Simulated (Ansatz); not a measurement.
**A convergence test on LiF (Griceite): k mesh of the density**

Aim: see how gap, energy and time of LiF (Griceite) follow the k mesh of the density.

Calculated with Ansatz 0.2.0; DFT, PBE, plane waves, PAW; PAW set soft_1.

### Step 1. Set-up

Symmetry: Fm-3m, No. 225, cubic system. Conventional cell: a = 4.028 Å, b = 4.028 Å, c = 4.028 Å, α = 90.00°, β = 90.00°, γ = 90.00°. Nearest to Li lie 6 F at 2.01 Å. Nearest to F lie 6 Li at 2.01 Å. Farther neighbours and most contacts between anions are not listed.

As a file:

```cif
data_structure
_symmetry_space_group_name_H-M 'Fm-3m'
_symmetry_Int_Tables_number 225
_cell_length_a 4.0280
_cell_length_b 4.0280
_cell_length_c 4.0280
_cell_angle_alpha 90.000
_cell_angle_beta 90.000
_cell_angle_gamma 90.000
_cell_volume 65.35
loop_
_atom_site_label
_atom_site_type_symbol
_atom_site_symmetry_multiplicity
_atom_site_Wyckoff_symbol
_atom_site_fract_x
_atom_site_fract_y
_atom_site_fract_z
_atom_site_occupancy
Li1 Li 4 a 0.00000 0.00000 0.00000 1
F1 F 4 b 0.50000 0.00000 0.00000 1
```

The cell and positions come from the Crystallography Open Database and are kept as given unless a step says otherwise.

### Step 2. k mesh of the density: 4×4×4

Contents of input.yaml:

```yaml
crystal:
  lattice:
    - [0.0, 2.014, 2.014]
    - [2.014, 0.0, 2.014]
    - [2.014, 2.014, 0.0]
  atoms:
    - { symbol: Li, position: [0.0, 0.0, 0.0] }
    - { symbol: F, position: [0.5, 0.5, 0.5] }
kpoints:
  mp_grid: { grid: [4, 4, 4] }
  band_path:
    path:
      - [0.0, 0.0, 0.0]
      - [0.5, 0.0, 0.5]
      - [0.625, 0.25, 0.625]
      - [0.375, 0.375, 0.75]
      - [0.5, 0.5, 0.5]
      - [0.5, 0.25, 0.75]
      - [0.075, 0.075, 0.15]
    npoints: 1
hamiltonian:
  xc: pbe
  pseudopotentials: { kind: paw, azcp: { folder: soft_1 } }
scf:
  occupations: { method: fixed }
  n_extra_bands: 4
output:
  eigenvalues: true
  write_density: true
  write_potential: true
  elf: true
  volumetric_format: npy
```

Run with:

```console
$ ansatz run input.yaml --threads 3 --pin off --max-ram 92160MiB --backend cuda --events-out ev --progress --plain --runs-dir out --devices 1 --max-vram 13GiB
```

Numbers of over 12 decimals in the logs are rounded to 6 here.

Log:

```text
scf.n_extra_bands = 4 over 5 filled bands (N_el = 10.0): the run solves 9 bands
GPUs: using 1 of 1 available (devices: 1).
Engine: ansatz 0.2.0, x86_64-unknown-linux-gnu
Pseudopotentials: kind: paw
Pseudopotential: Li, paw, valence charge 3, recommended cutoff 420 eV (normal), soft_1/Li.paw.azcp
Pseudopotential: F, paw, valence charge 7, recommended cutoff 420 eV (normal), soft_1/F.paw.azcp
Functional definition: PBE
  parameter kappa = 0.804
  parameter beta = 0.066725
  exchange = pbe_x(kappa = kappa, mu = beta*pi^2/3)
  correlation = pbe_c(beta = beta)
device memory: the entry about to start is reckoned to put 1.1 GiB on a device that reports 51.8 GiB free (of which the cap on the GPU budget leaves the run 13.0 GiB)
GPU FFT provider: cuFFT
GPU libraries: cuBLAS 13.8.2, cuFFT 12.4.0, cuSOLVER 12.3.4
Crystal: 2 atoms, lattice volume = 16.338 Å³
Basis set: ecut = 420 eV, 331 PW (Γ)
Bands: 9, of which v1, the nominal top of the filled ones, is band 5 counted from 1 (4 counted from 0)
Symmetry: 48 space group operations
Space group: Fm-3m (ITA 225), of the structure as read, at distance tolerance 2.5e-5 Å
k-points: 8 of 64
Non-local potential: Li, projectors of the file, l = 0: 3, l = 1: 2, l = 2: 1
Non-local potential: F, projectors of the file, l = 0: 2, l = 1: 2, l = 2: 1
PAW form: soft (Blöchl's): semilocal exchange-correlation on the pseudo side does not see the compensation charge
PAW one-centre angular grid: Li, 110 points (default); XC on 96 Gauss nodes
PAW one-centre angular grid: F, 110 points (default); XC on 64 Gauss nodes
Initial density: superposition of atomic densities (chi_scale 0.1, normalization cell, long waves kept (reshape's long-wave potential 0.00 eV rms))
Initial wavefunctions: pseudopotential atomic-orbital guess
GPU buffer pool allocated for 8000 grid points (all kernels)
GPU transforms: local potential and band sums: pruned to the plane-wave sphere, on 20×20×20
Functional: x = pbe(κ = 0.804, μ = 0.219515), c = pbe(β = 0.066725)
SCF iter   1: F=—  HF=-1016.035390 eV  |F-HF|=—  |Δ(HF+E_count)|=         —  Δρ=5.95e-2  dr2=3.04e-1  ethr=3.10e-3  ⟨swp⟩=3.6  Hψ=391  notcnv=0  defer=13
preconditioner: auto → none  [insulator: Δε(μ)=8.255 eV  Ē_g=21.895 eV  n_scr=0 (ndim 8)  ℏωp=26.0 eV  f_vac=0.000  ε∞_Penn≈2.4]
SCF iter   2: F=—  HF=-1016.137342 eV  |F-HF|=—  |Δ(HF+E_count)|=   1.02e-1  Δρ=3.21e-2  dr2=8.35e-2  ethr=3.04e-3  ⟨swp⟩=2.0  Hψ=156  notcnv=0  defer=12
SCF iter   3: F=—  HF=-1016.173132 eV  |F-HF|=—  |Δ(HF+E_count)|=   3.58e-2  Δρ=1.65e-2  dr2=2.16e-2  ethr=8.35e-4  ⟨swp⟩=2.0  Hψ=122  notcnv=0  defer=13
SCF iter   4: F=—  HF=-1016.171319 eV  |F-HF|=—  |Δ(HF+E_count)|=   1.81e-3  Δρ=1.39e-3  dr2=1.29e-4  ethr=2.16e-4  ⟨swp⟩=2.8  Hψ=114  notcnv=0  defer=14
SCF iter   5: F=—  HF=-1016.171496 eV  |F-HF|=—  |Δ(HF+E_count)|=   1.77e-4  Δρ=2.71e-4  dr2=7.80e-6  ethr=1.29e-6  ⟨swp⟩=2.2  Hψ=122  notcnv=0  defer=14
SCF iter   6: F=—  HF=-1016.171538 eV  |F-HF|=—  |Δ(HF+E_count)|=   4.29e-5  Δρ=1.48e-5  dr2=1.96e-8  ethr=1.00e-9  ⟨swp⟩=3.5  Hψ=337  notcnv=0
SCF iter   7: F=-1016.171539 eV  HF=-1016.171539 eV  |F-HF|=5.43e-10  |Δ(HF+E_count)|=   2.39e-8  Δρ=2.05e-6  dr2=2.13e-10  ethr=1.96e-10  ⟨swp⟩=1.9  Hψ=309  notcnv=0
SCF 1 converged in 7 iterations: F = -1016.171539 eV  dr2 = 2.13e-10
[...]
device memory: the entry about to start is reckoned to put 0.6 GiB on a device that reports 54.1 GiB free (of which the cap on the GPU budget leaves the run 13.0 GiB)
NSCF: frozen V_eff on 7 k-points
SCF converged after 7 iterations
Free energy (F): -1016.171539 eV
Harris-Foulkes:  -1016.171539 eV  (|F-HF|=5.43e-10)
Internal energy: -1016.171539 eV  (E = F + TS)
E sigma→0 (E₀):  -1016.171539 eV
Fermi energy:    0.964779 eV
--- Per-component energies (eV) ---
  E_band       = -118.025176
  E_kinetic    = 216.253931
  E_local      = -653.618181  (includes V_loc(G=0)·N_el)
  E_nonlocal   = 67.726488
  E_hartree    = 227.164764
  E_xc         = -87.227079
  E_vxc        = -111.961279  (∫ρ·V_xc dr)
  E_paw        = -229.342803  (= ΣΔE_a)
  E_vpaw       = -90.756813  (= ΣTr[D̂ρ^β])
  E_aug_tail   = 0.001026  (compensation charges beyond the density's cutoff)
  E_ewald      = -557.129686
  E_smearing   = -0.000000  (= −TS)
  E_closure    = -0.000000  (closes the sum)
  Σ components = -1016.171539   (vs F -1016.171539, Δ=0.00e0)
--- Band table (eV; the first three rows and the last of 8) ---
  k-point 0: bands = ["-39.9298", "-18.9992", "0.9648", "0.9648", "0.9648", "10.0582", "24.9218", "24.9218", "24.9218"]
  k-point 1: bands = ["-39.9007", "-18.7917", "-0.4028", "0.8493", "0.8493", "11.3218", "18.9189", "21.5226", "21.5226"]
  k-point 2: bands = ["-39.8715", "-18.5686", "-1.5497", "0.7403", "0.7403", "11.7603", "17.7143", "19.8734", "19.8734"]
  k-point 7: bands = ["-39.8554", "-18.3305", "-1.1048", "-1.1048", "0.1708", "16.0329", "16.0329", "18.4119", "20.2334"]
```

The job ended after 4.4 s (1 × NVIDIA H100 80GB HBM3 (shared by 6 runs) with 3 threads of AMD EPYC 7R13 (Zen 3), shared host; peak memory 0.84 GiB).

This step gave:

| Quantity | Value |
| --- | --- |
| gap | 9.092 eV |
| valence top at | k = (0.075, 0.075, 0.150) |
| conduction bottom at | Γ |
| least direct gap | 9.093 eV |

The gap is indirect, with the least direct gap 0.001 eV higher.

### Step 3. k mesh of the density: 6×6×6

Changes to input.yaml since step 2:

```diff
@@ -9,3 +9,3 @@
 kpoints:
-  mp_grid: { grid: [4, 4, 4] }
+  mp_grid: { grid: [6, 6, 6] }
   band_path:
@@ -28,5 +28 @@
   eigenvalues: true
-  write_density: true
-  write_potential: true
-  elf: true
-  volumetric_format: npy
```

Log:

```text
[...]
GPUs: using 1 of 1 available (devices: 1).
[...]
GPU FFT provider: cuFFT
GPU libraries: cuBLAS 13.8.2, cuFFT 12.4.0, cuSOLVER 12.3.4
Crystal: 2 atoms, lattice volume = 16.338 Å³
Basis set: ecut = 420 eV, 331 PW (Γ)
Bands: 9, of which v1, the nominal top of the filled ones, is band 5 counted from 1 (4 counted from 0)
[... 1 set-up line as in the run before ...]
[...]
k-points: 16 of 216
[...]
SCF 1 converged in 7 iterations: F = -1016.173327 eV  dr2 = 2.02e-10
[...]
NSCF: frozen V_eff on 7 k-points
SCF converged after 7 iterations
Free energy (F): -1016.173327 eV
[...]
Internal energy: -1016.173327 eV  (E = F + TS)
E sigma→0 (E₀):  -1016.173327 eV
Fermi energy:    0.961796 eV
[...]
--- Band table (eV; the first three rows and the last of 16) ---
[...]
```

It took 3.6 s on 1 × NVIDIA H100 80GB HBM3 (shared by 6 runs) with 3 threads; peak memory 0.88 GiB; 3.2 s of CPU time.

This step gave:

| Property | Result |
| --- | --- |
| gap | 9.094 eV |
| valence top at | k = (0.075, 0.075, 0.150) |
| conduction bottom at | Γ |
| least direct gap | 9.095 eV |

The gap is 9.094 eV, +0.002 eV from the run before at this level.

### Step 4. k mesh of the density: 10×10×10 (the default)

input.yaml, the sections that differ from step 3:

```yaml
kpoints:
  mp_grid: { grid: [10, 10, 10] }
  band_path:
    path:
      - [[0.0, 0.0, 0.0], [0.5, 0.0, 0.5], [0.625, 0.25, 0.625]]
      - [[0.375, 0.375, 0.75], [0.0, 0.0, 0.0], [0.5, 0.5, 0.5], [0.5, 0.25, 0.75], [0.5, 0.0, 0.5]]
    npoints: 10
scf:
  occupations: { method: fermi_dirac, width: 0.02 }
  n_extra_bands: 4
output:
  eigenvalues: true
  write_density: true
  write_potential: true
  elf: true
  volumetric_format: npy
# crystal, hamiltonian: as in step 3
```

Log:

```text
[...]
GPUs: using 1 of 1 available (devices: 1).
[...]
GPU FFT provider: cuFFT
GPU libraries: cuBLAS 13.8.2, cuFFT 12.4.0, cuSOLVER 12.3.4
Crystal: 2 atoms, lattice volume = 16.338 Å³
Basis set: ecut = 420 eV, 331 PW (Γ)
Bands: 9, of which v1, the nominal top of the filled ones, is band 5 counted from 1 (4 counted from 0)
[... 1 set-up line as in the run before ...]
[...]
k-points: 47 of 1000
[...]
SCF 1 converged in 7 iterations: F = -1016.173307 eV  dr2 = 2.00e-10
[...]
NSCF: frozen V_eff on 62 k-points, pencils in batches of 32, up to order 44
SCF converged after 7 iterations
Free energy (F): -1016.173307 eV
[...]
Internal energy: -1016.173307 eV  (E = F + TS)
E sigma→0 (E₀):  -1016.173307 eV
Fermi energy:    5.540077 eV
[...]
--- Band table (eV; the first three rows and the last of 47) ---
[...]
```

Wall time 4.8 s (1 × NVIDIA H100 80GB HBM3 (shared by 6 runs) with 3 threads); peak memory 0.89 GiB; 3.9 s of CPU time.

This step gave:

| Property | Result |
| --- | --- |
| gap | 9.094 eV |
| valence top at | k = (0.075, 0.075, 0.150) |
| conduction bottom at | Γ |
| least direct gap | 9.095 eV |

The gap is 9.094 eV, as in the run before at this level.

### Step 5. k mesh of the density: 14×14×14

input.yaml, the sections that differ from step 4:

```yaml
kpoints:
  mp_grid: { grid: [14, 14, 14] }
  band_path:
    path:
      - [0.0, 0.0, 0.0]
      - [0.5, 0.0, 0.5]
      - [0.625, 0.25, 0.625]
      - [0.375, 0.375, 0.75]
      - [0.5, 0.5, 0.5]
      - [0.5, 0.25, 0.75]
      - [0.075, 0.075, 0.15]
    npoints: 1
scf:
  occupations: { method: fixed }
  n_extra_bands: 4
output:
  eigenvalues: true
# crystal, hamiltonian: as in step 4
```

Log:

```text
[...]
GPUs: using 1 of 1 available (devices: 1).
[...]
GPU FFT provider: cuFFT
GPU libraries: cuBLAS 13.8.2, cuFFT 12.4.0, cuSOLVER 12.3.4
Crystal: 2 atoms, lattice volume = 16.338 Å³
Basis set: ecut = 420 eV, 331 PW (Γ)
Bands: 9, of which v1, the nominal top of the filled ones, is band 5 counted from 1 (4 counted from 0)
[... 1 set-up line as in the run before ...]
[...]
k-points: 104 of 2744
[...]
SCF 1 converged in 7 iterations: F = -1016.173304 eV  dr2 = 2.09e-10
[...]
SCF converged after 7 iterations
Free energy (F): -1016.173304 eV
[...]
Internal energy: -1016.173304 eV  (E = F + TS)
E sigma→0 (E₀):  -1016.173304 eV
Fermi energy:    0.962979 eV
[...]
--- Band table (eV; the first three rows and the last of 104) ---
[...]
```

The job ended after 7.9 s (1 × NVIDIA H100 80GB HBM3 (shared by 6 runs) with 3 threads; peak memory 0.87 GiB).

This step gave:

```yaml
gap: 9.094 eV
valence_top_at: k = (0.000, 0.071, -0.071)
conduction_bottom_at: Γ
least_direct_gap: 9.095 eV
```

The gap is 9.094 eV, as in the run before at this level.

### Step 6. The series

Differences are against the last row; a negative gap means that bands overlap, and a run with a band path holds that path's time. Times are wall times on 1 × NVIDIA H100 80GB HBM3 (shared by 6 runs) with 3 threads of AMD EPYC 7R13 (Zen 3), shared host, good to a factor of about two.

| k mesh of the density | gap (eV) | direct gap (eV) | gap error (eV) | energy error (meV/atom) | irreducible k | time |
| --- | --- | --- | --- | --- | --- | --- |
| 4×4×4 | 9.092 | 9.093 | −0.001 | +0.9 | 8 | 4.4 s |
| 6×6×6 | 9.094 | 9.095 | +0.0001 | +0.0 | 16 | 3.6 s |
| 10×10×10 | 9.094 | 9.095 | +0.0002 | +0.0 | 47 | 4.8 s |
| 14×14×14 | 9.094 | 9.095 | +0.000 | +0.0 | 104 | 7.9 s |

### Step 7. Results

| Quantity | Value |
| --- | --- |
| 4×4×4 | 9.092 eV |
| 6×6×6 | 9.094 eV |
| 10×10×10 | 9.094 eV |
| 14×14×14 | 9.094 eV |

What this shows: The gap holds to 0.02 eV from 4×4×4 on, the cheapest setting tried. At 4×4×4 the gap is off by −0.001 eV and the energy by +1 meV/atom. The gap is read over the mesh and added points near the edges, so meshes differ mainly through the density and, for a hybrid, the exchange operator.

[Paths, hosts, dates, memory and timing lines, banners, echoed tables and standing remarks are left out of the program output.]

[Logs are printed without paths, hosts, clocks, repeated set-up lines and the standing remarks that a program may print on its own settings, such as how far it seeks lower states.]

[Runs of the session that timed out or met a known fault of the program may be left out.]

[Cells called generated may have been cut or substituted from an entry of the Crystallography Open Database or the Materials Project.]

[Hosts, paths, dates, database ids (printed as entryN), source tags and the programs' standing remarks are cut or masked in the printed files.]
